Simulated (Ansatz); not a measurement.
# B on Pd(100): change of the work function, part 5 of 5

Wanted: Δφ(θ) for B/Pd(100), starting from the top site.

Ansatz 0.2.0; plane-wave DFT, PBE, Ansatz PAW (the session's first sound run).

So far, work function, upper face (eV): step 2 (the clean slab, PBE) 5.10; step 6 (adsorbate added, k-mesh 11×11×1, coverage 1 ML, PBE) 5.77; step 8 (the 0.25 ML cell at another level of theory, cutoff 420 eV, functional RPBE) 5.13; step 9 (the 0.25 ML cell at another level of theory, cutoff 500 eV, functional r2SCAN) 5.27; step 10 (the 0.25 ML cell at another level of theory, cutoff 420 eV, functional LDA) 5.51.

## Step 12: Varying the input: hamiltonian.xc = "lda" and scf.algorithm = "density_mixing"

This step: plane-wave DFT, PBE, Ansatz PAW, but for the change named below (Ansatz 0.2.0).

System of this step: BPd4 (B/Pd(100)). The cell holds 5 atoms: 4 Pd and 1 B. Cell: a = 2.751 Å, b = 2.751 Å, c = 26.162 Å, α = 90.0°, β = 90.0°, γ = 90.0°. Vacuum lies along c.

A run with a changed input: it repeats the earlier run at 1 ML with hamiltonian.xc from pbe to lda and scf.algorithm to density_mixing.

The input, input.yaml:

```yaml
crystal:
  lattice:
    - [2.7506453788, 0.0, 0.0]
    - [0.0, 2.7506453788, 0.0]
    - [0.0, 0.0, 26.1622539434]
  atoms:
    - { symbol: Pd, position: [0.5, 0.5, 0.3440070576] }
    - { symbol: Pd, position: [0.0, 0.0, 0.4183508051] }
    - { symbol: Pd, position: [0.5, 0.5, 0.4949863885] }
    - { symbol: Pd, position: [0.0, 0.0, 0.5707556381] }
    - { symbol: B, position: [0.0, 0.0, 0.6559929424] }
kpoints:
  mp_grid: { grid: [11, 11, 1] }
hamiltonian:
  xc: lda
scf:
  occupations: { method: fermi_dirac, width: 0.1 }
  convergence: { dr2_threshold: 1.0e-08 }
  algorithm: density_mixing
efield:
  axis: 3
  dipole_correction: true
  ramp_position: 0.97
  ramp_width: 0.06
relax:
  f_tol: 0.02
  max_steps: 60
  constraints: [{ sites: [0, 1] }]
output:
  bader: true
  write_potential: true
  write_density: true
  volumetric_format: npy
```

The run is started by

```console
> ansatz run input.yaml --threads 4 --pin off --max-ram 12288MiB --backend cpu --events-out ev --progress --plain --runs-dir out
```

Numbers of over 12 decimals in the logs are rounded to 6 here.

The program printed:

```text
[...]
Crystal: 5 atoms, lattice volume = 197.945 Å³
Basis set: ecut = 420 eV, 3963 PW (Γ)
Bands: 45, of which v1, the nominal top of the filled ones, is band 38 counted from 1 (37 counted from 0)
Symmetry: 8 space group operations
[...]
k-points: 21 of 121
[...]
SCF iter   1: F=—  HF=-27523.249059 eV  |F-HF|=—  |Δ(HF+E_count)|=         —  Δρ=1.10e-2  dr2=1.07e0  ethr=1.77e-3  p=-0.026 e·Å  D=-2.38e-2 V/Å  ΔV_dip=0.62 eV  dr2_dipole=2.62e-1  V_vac-E_F(+/−)=5.74/5.12 eV  ⟨swp⟩=8.9  Hψ=4307  notcnv=0
[...]
SCF iter  12: F=-27523.202082 eV  HF=-27523.202082 eV  |F-HF|=1.71e-9  |Δ(HF+E_count)|=   1.75e-8  Δρ=8.06e-7  dr2=5.82e-9  ethr=1.33e-11  p=-0.020 e·Å  D=-1.81e-2 V/Å  ΔV_dip=0.47 eV  dr2_dipole=1.86e-10  V_vac-E_F(+/−)=5.97/5.50 eV  ⟨swp⟩=8.1  Hψ=6613  notcnv=0
SCF 1 converged in 12 iterations: F = -27523.202082 eV  dr2 = 5.82e-9
[...]
relax step   1: F+E_penalty+E_count = -27523.20208171 eV  Δ(F+E_penalty+E_count) = +0.000e0 eV  max|allowed force component| = 2.401e0 eV/Å  Δτ_max = 0.0000 Å  (12 SCF iters, accepted)
[...]
SCF iter  11: F=-27523.705254 eV  HF=-27523.705254 eV  |F-HF|=2.00e-10  |Δ(HF+E_count)|=   2.39e-8  Δρ=4.48e-7  dr2=6.67e-10  ethr=1.33e-11  p=-0.021 e·Å  D=-1.95e-2 V/Å  ΔV_dip=0.51 eV  dr2_dipole=4.63e-11  V_vac-E_F(+/−)=6.01/5.50 eV  ⟨swp⟩=9.4  Hψ=6342  notcnv=0
SCF 2 converged in 11 iterations: F = -27523.705254 eV  dr2 = 6.67e-10
relax step   2: F+E_penalty+E_count = -27523.70525434 eV  Δ(F+E_penalty+E_count) = -5.032e-1 eV  max|allowed force component| = 1.976e0 eV/Å  Δτ_max = 0.1953 Å  (11 SCF iters, accepted)
[...]
SCF iter  11: F=-27523.789094 eV  HF=-27523.789094 eV  |F-HF|=3.93e-10  |Δ(HF+E_count)|=   8.98e-9  Δρ=8.08e-7  dr2=2.94e-9  ethr=1.33e-11  p=-0.015 e·Å  D=-1.37e-2 V/Å  ΔV_dip=0.36 eV  dr2_dipole=1.50e-10  V_vac-E_F(+/−)=5.86/5.50 eV  ⟨swp⟩=9.1  Hψ=6346  notcnv=0
SCF 3 converged in 11 iterations: F = -27523.789094 eV  dr2 = 2.94e-9
[...]
relax step   3: F+E_penalty+E_count = -27523.78909366 eV  Δ(F+E_penalty+E_count) = -8.384e-2 eV  max|allowed force component| = 2.715e0 eV/Å  Δτ_max = 0.1948 Å  (11 SCF iters, accepted)
[...]
relax step   4: F+E_penalty+E_count = -27523.95918695 eV  Δ(F+E_penalty+E_count) = -1.701e-1 eV  max|allowed force component| = 2.522e-1 eV/Å  Δτ_max = 0.1944 Å  (11 SCF iters, accepted)
[...]
relax step   5: F+E_penalty+E_count = -27523.97100531 eV  Δ(F+E_penalty+E_count) = -1.182e-2 eV  max|allowed force component| = 5.746e-2 eV/Å  Δτ_max = 0.0716 Å  (11 SCF iters, accepted)
SCF iter   1: F=—  HF=-27523.972228 eV  |F-HF|=—  |Δ(HF+E_count)|=         —  Δρ=1.35e-3  dr2=2.49e-3  ethr=3.19e-5  p=-0.018 e·Å  D=-1.65e-2 V/Å  ΔV_dip=0.43 eV  dr2_dipole=4.11e-5  V_vac-E_F(+/−)=5.93/5.49 eV  ⟨swp⟩=2.5  Hψ=1911  notcnv=0  defer=7
[...]
SCF iter   9: F=-27523.971354 eV  HF=-27523.971354 eV  |F-HF|=3.62e-9  |Δ(HF+E_count)|=   7.47e-9  Δρ=1.07e-6  dr2=6.84e-9  ethr=1.33e-11  p=-0.018 e·Å  D=-1.65e-2 V/Å  ΔV_dip=0.43 eV  dr2_dipole=1.90e-10  V_vac-E_F(+/−)=5.93/5.50 eV  ⟨swp⟩=9.1  Hψ=6205  notcnv=0
SCF 6 converged in 9 iterations: F = -27523.971354 eV  dr2 = 6.84e-9
relax step   6: F+E_penalty+E_count = -27523.97135430 eV  Δ(F+E_penalty+E_count) = -3.490e-4 eV  max|allowed force component| = 3.615e-3 eV/Å  Δτ_max = 0.0107 Å  (9 SCF iters, accepted)
[...]
SCF converged after 9 iterations
Free energy (F): -27523.971354 eV
[...]
Internal energy: -27523.754745 eV  (E = F + TS)
E sigma→0 (E₀):  -27523.863050 eV
Entropy (-TS):   -0.216609 eV (-43.322 meV/atom)
Fermi energy:    2.457747 eV
Dipole field:    D = -0.016527 V/Å  (p = -0.018080 e·Å, saw-weighted, corrected)
Work function:   Φ+ = 5.9277 eV   Φ− = 5.4953 eV
[...]
--- Forces (eV/Å), atoms counted from 1 ---
  atom   1  Pd     0.00000000     0.00000000     0.53610638
  atom   2  Pd    -0.00000000     0.00000000    -0.53225587
  atom   3  Pd     0.00000000     0.00000000    -0.00361521
  atom   4  Pd    -0.00000000     0.00000000     0.00033075
  atom   5  B      0.00000000     0.00000000    -0.00046725
  max |Σ_I F_I| component: 9.88e-5 eV/Å
--- Band table (eV; the first three rows and the last of 21) ---
  k-point 0: bands = [... 34 lower, 1.3665, 1.5379, 2.0197, 2.4171, 2.4298, 2.4298, 3.0218, 4.8594, ... 3 higher]
  k-point 1: bands = [... 34 lower, 1.5136, 1.6652, 1.8686, 2.1429, 2.3263, 2.4969, 3.4210, 5.4296, ... 3 higher]
  k-point 2: bands = [... 34 lower, 1.3885, 1.5316, 1.7211, 2.2180, 2.3239, 2.5250, 4.2018, 6.1543, ... 3 higher]
  k-point 20: bands = [... 34 lower, 2.6298, 2.7177, 2.9410, 3.7008, 3.8782, 6.4513, 7.1965, 7.2671, ... 3 higher]
--- Relaxed structure (6 steps of the walk, 6 accepted, 0 SCFs on fresh bases) ---
  F+E_penalty+E_count = -27523.97135430 eV   max|allowed force component| = 3.615e-3 eV/Å
  atoms:
    - { symbol: Pd, position: [0.5, 0.5, 0.344007] }
    - { symbol: Pd, position: [0.0, 0.0, 0.418351] }
    - { symbol: Pd, position: [0.5, 0.5, 0.490839] }
    - { symbol: Pd, position: [0, 0.0, 0.564908] }
    - { symbol: B, position: [0, 0.0, 0.634518] }
--- Bader charges: 5 sites ---
  site symbol  charge [e]  shift [e]
     0     Pd     -0.0291     0.0000
     1     Pd      0.0231     0.0000
     2     Pd     -0.0601     0.0000
     3     Pd     -0.4728     0.0003
     4      B      0.5389     0.0003
  estimated error of the sums over rays = 4.3e-4 e
```

Wall time 28 s (4 threads of Arm Neoverse V2, shared host); peak memory 0.52 GiB; 1.8 min of CPU time.

The steps of the relaxation:

| step | energy less that of the first step (eV) | largest force component (eV/Å) |
| --- | --- | --- |
| 1 | 0.0000 | 2.4011 |
| 2 | -0.5032 | 1.9761 |
| 3 | -0.5870 | 2.7146 |
| 4 | -0.7571 | 0.2522 |
| 5 | -0.7689 | 0.0575 |
| 6 | -0.7693 | 0.0036 |

Forces are held to the 8 operations that the run works with; a distortion that breaks them can't arise in this run.

The atoms that moved most (Å):

```
atom     dx     dy      dz  length
  B5  0.000  0.000  -0.562   0.562
 Pd4  0.000  0.000  -0.153   0.153
 Pd3  0.000  0.000  -0.108   0.108
```

Final coordinates:

```xyz
5
Lattice="2.7506 0.0000 0.0000 0.0000 2.7506 0.0000 0.0000 0.0000 26.1623" Properties=species:S:1:pos:R:3
Pd    1.3753    1.3753    9.0000
Pd    0.0000    0.0000   10.9450
Pd    1.3753    1.3753   12.8415
Pd    0.0000    0.0000   14.7793
B     0.0000    0.0000   16.6004
```

This step gave:

```
energy at zero smearing        : -27523.8630 eV
work function, upper face      : 5.928 eV
work function, lower face      : 5.495 eV
dipole along the normal        : -0.01808 e·Å
step between the vacuum levels : 0.4324 eV
```

```csv
quantity,this run,earlier run,difference
"work function, upper face (eV)",5.928,5.768,0.16
"work function, lower face (eV)",5.495,5.090,0.41
dipole along the normal (e·Å),-0.01808,-0.02835,0.010
```

What moves beyond 0.01 in its unit (for the dipole 0.5 % and 5e-5 e·Å): dipole along the normal (+0.0103 e·Å), work function, lower face (+0.405 eV) and work function, upper face (+0.16 eV).

## Step 13: The same run with other settings

This step: plane-wave DFT, PBE, Ansatz PAW (Ansatz 0.2.0).

System of this step: Pd(100). The cell holds 4 atoms: 4 Pd. Cell: a = 2.751 Å, b = 2.751 Å, c = 23.835 Å, α = 90.0°, β = 90.0°, γ = 90.0°. Vacuum lies along c.

An input spoilt on purpose, to show how the run answers: it repeats the earlier run at 0 ML with efield.ramp_width from 0.06 to 0.9, and scf.max_iter set to 75.

The input, input.yaml:

```yaml
crystal:
  lattice:
    - [2.7506453788, 0.0, 0.0]
    - [0.0, 2.7506453788, 0.0]
    - [0.0, 0.0, 23.835]
  atoms:
    - { symbol: Pd, position: [0.5, 0.5, 0.3775959723] }
    - { symbol: Pd, position: [0.0, 0.0, 0.4591986574] }
    - { symbol: Pd, position: [0.5, 0.5, 0.5408013426] }
    - { symbol: Pd, position: [0.0, 0.0, 0.6224040277] }
kpoints:
  mp_grid: { grid: [11, 11, 1] }
hamiltonian:
  xc: pbe
scf:
  occupations: { method: fermi_dirac, width: 0.1 }
  convergence: { dr2_threshold: 1.0e-08 }
  max_iter: 75
efield:
  axis: 3
  dipole_correction: true
  ramp_position: 0.97
  ramp_width: 0.9
relax:
  f_tol: 0.02
  max_steps: 60
  constraints: [{ sites: [0, 1] }]
output:
  write_potential: true
  write_density: true
  volumetric_format: npy
```

The program printed:

```text
The last accepted step is kept in <dir> (removed where the run ends without a failure and the disk answers)
Engine: ansatz 0.2.0, aarch64-unknown-linux-gnu
Pseudopotentials: kind: paw
Pseudopotential: Pd, paw, valence charge 18, recommended cutoff 420 eV (normal), Pd.paw.azcp
Functional definition: PBE
  parameter kappa = 0.804
  parameter beta = 0.066725
  exchange = pbe_x(kappa = kappa, mu = beta*pi^2/3)
  correlation = pbe_c(beta = beta)
Crystal: 4 atoms, lattice volume = 180.337 Å³
Basis set: ecut = 420 eV, 3579 PW (Γ), exchange–correlation on 40×40×320 points (8 copies of the dense FFT grid, shifted against one another)
Bands: 44, of which v1, the nominal top of the filled ones, is band 36 counted from 1 (35 counted from 0)
Symmetry: 8 space group operations
k-points: 21 of 121
Non-local potential: Pd, projectors of the file, l = 0: 2, l = 1: 2, l = 2: 2, l = 3: 1
PAW form: soft (Blöchl's): semilocal exchange-correlation on the pseudo side does not see the compensation charge
PAW one-centre angular grid: Pd, 590 points (default); XC on 64 Gauss nodes
Initial density: superposition of atomic densities (neutral atoms: chi_scale 0, normalization atom), corrected by the library's trained network
Initial wavefunctions: pseudopotential atomic-orbital guess
Functional: x = pbe(κ = 0.804, μ = 0.219515), c = pbe(β = 0.066725)
Error: efield: ion 0 (Pd) at fractional coordinate 0.3776 along the field axis lies inside the sawtooth ramp with 2 of the planes that the density is read on at each end, [0.9575, 0.8825] — the ramp must sit in vacuum (an ion there feels the fictitious reversed slope); set or move the ramp (efield.ramp_position / ramp_width) or move the geometry
```

Run time: 0.13 s. Hardware: 4 threads; peak memory 0.27 GiB.

The input was rejected at the start.

The program's message: “Error: efield: ion 0 (Pd) at fractional coordinate 0.3776 along the field axis lies inside the sawtooth ramp with 2 of the planes that the density is read on at each end, [0.9575, 0.8825] — the ramp m …”

The fault put into the input: a ramp so wide that it reaches the atoms.

## Step 14: Results

| Item | Value |
| --- | --- |
| work function of the clean face | 5.10 eV |
| work function at 0.11 ML | 5.18 eV |
| work function at 0.25 ML | 5.25 eV |
| work function at 0.5 ML | 5.38 eV |
| work function at 1 ML | 5.77 eV |
| dipole per adsorbate at 0.11 ML, positive end outwards | -0.14 D |

**Reading.** At the lowest coverage B changes the work function of Pd(100) by under 0.15 eV, within the error of so thin a slab; the largest change, +0.66 eV, comes at higher coverage. The slab has 4 layers, at the tabulated experimental lattice constant, one starting site was run, and quantum-size effects of a slab this thin can reach one or two tenths of an eV.

[Logs are printed without paths, hosts, clocks, repeated set-up lines and the standing remarks that a program may print on its own settings, such as how far it seeks lower states.]

[Hosts, paths, dates, database ids (printed as entryN), source tags and the programs' standing remarks are cut or masked in the printed files.]

[Maps of the electrostatic potential energy from Ansatz leave out the sawtooth potential of an applied field or a dipole correction, so their vacuum need not be flat; planar profiles and work functions include it.]
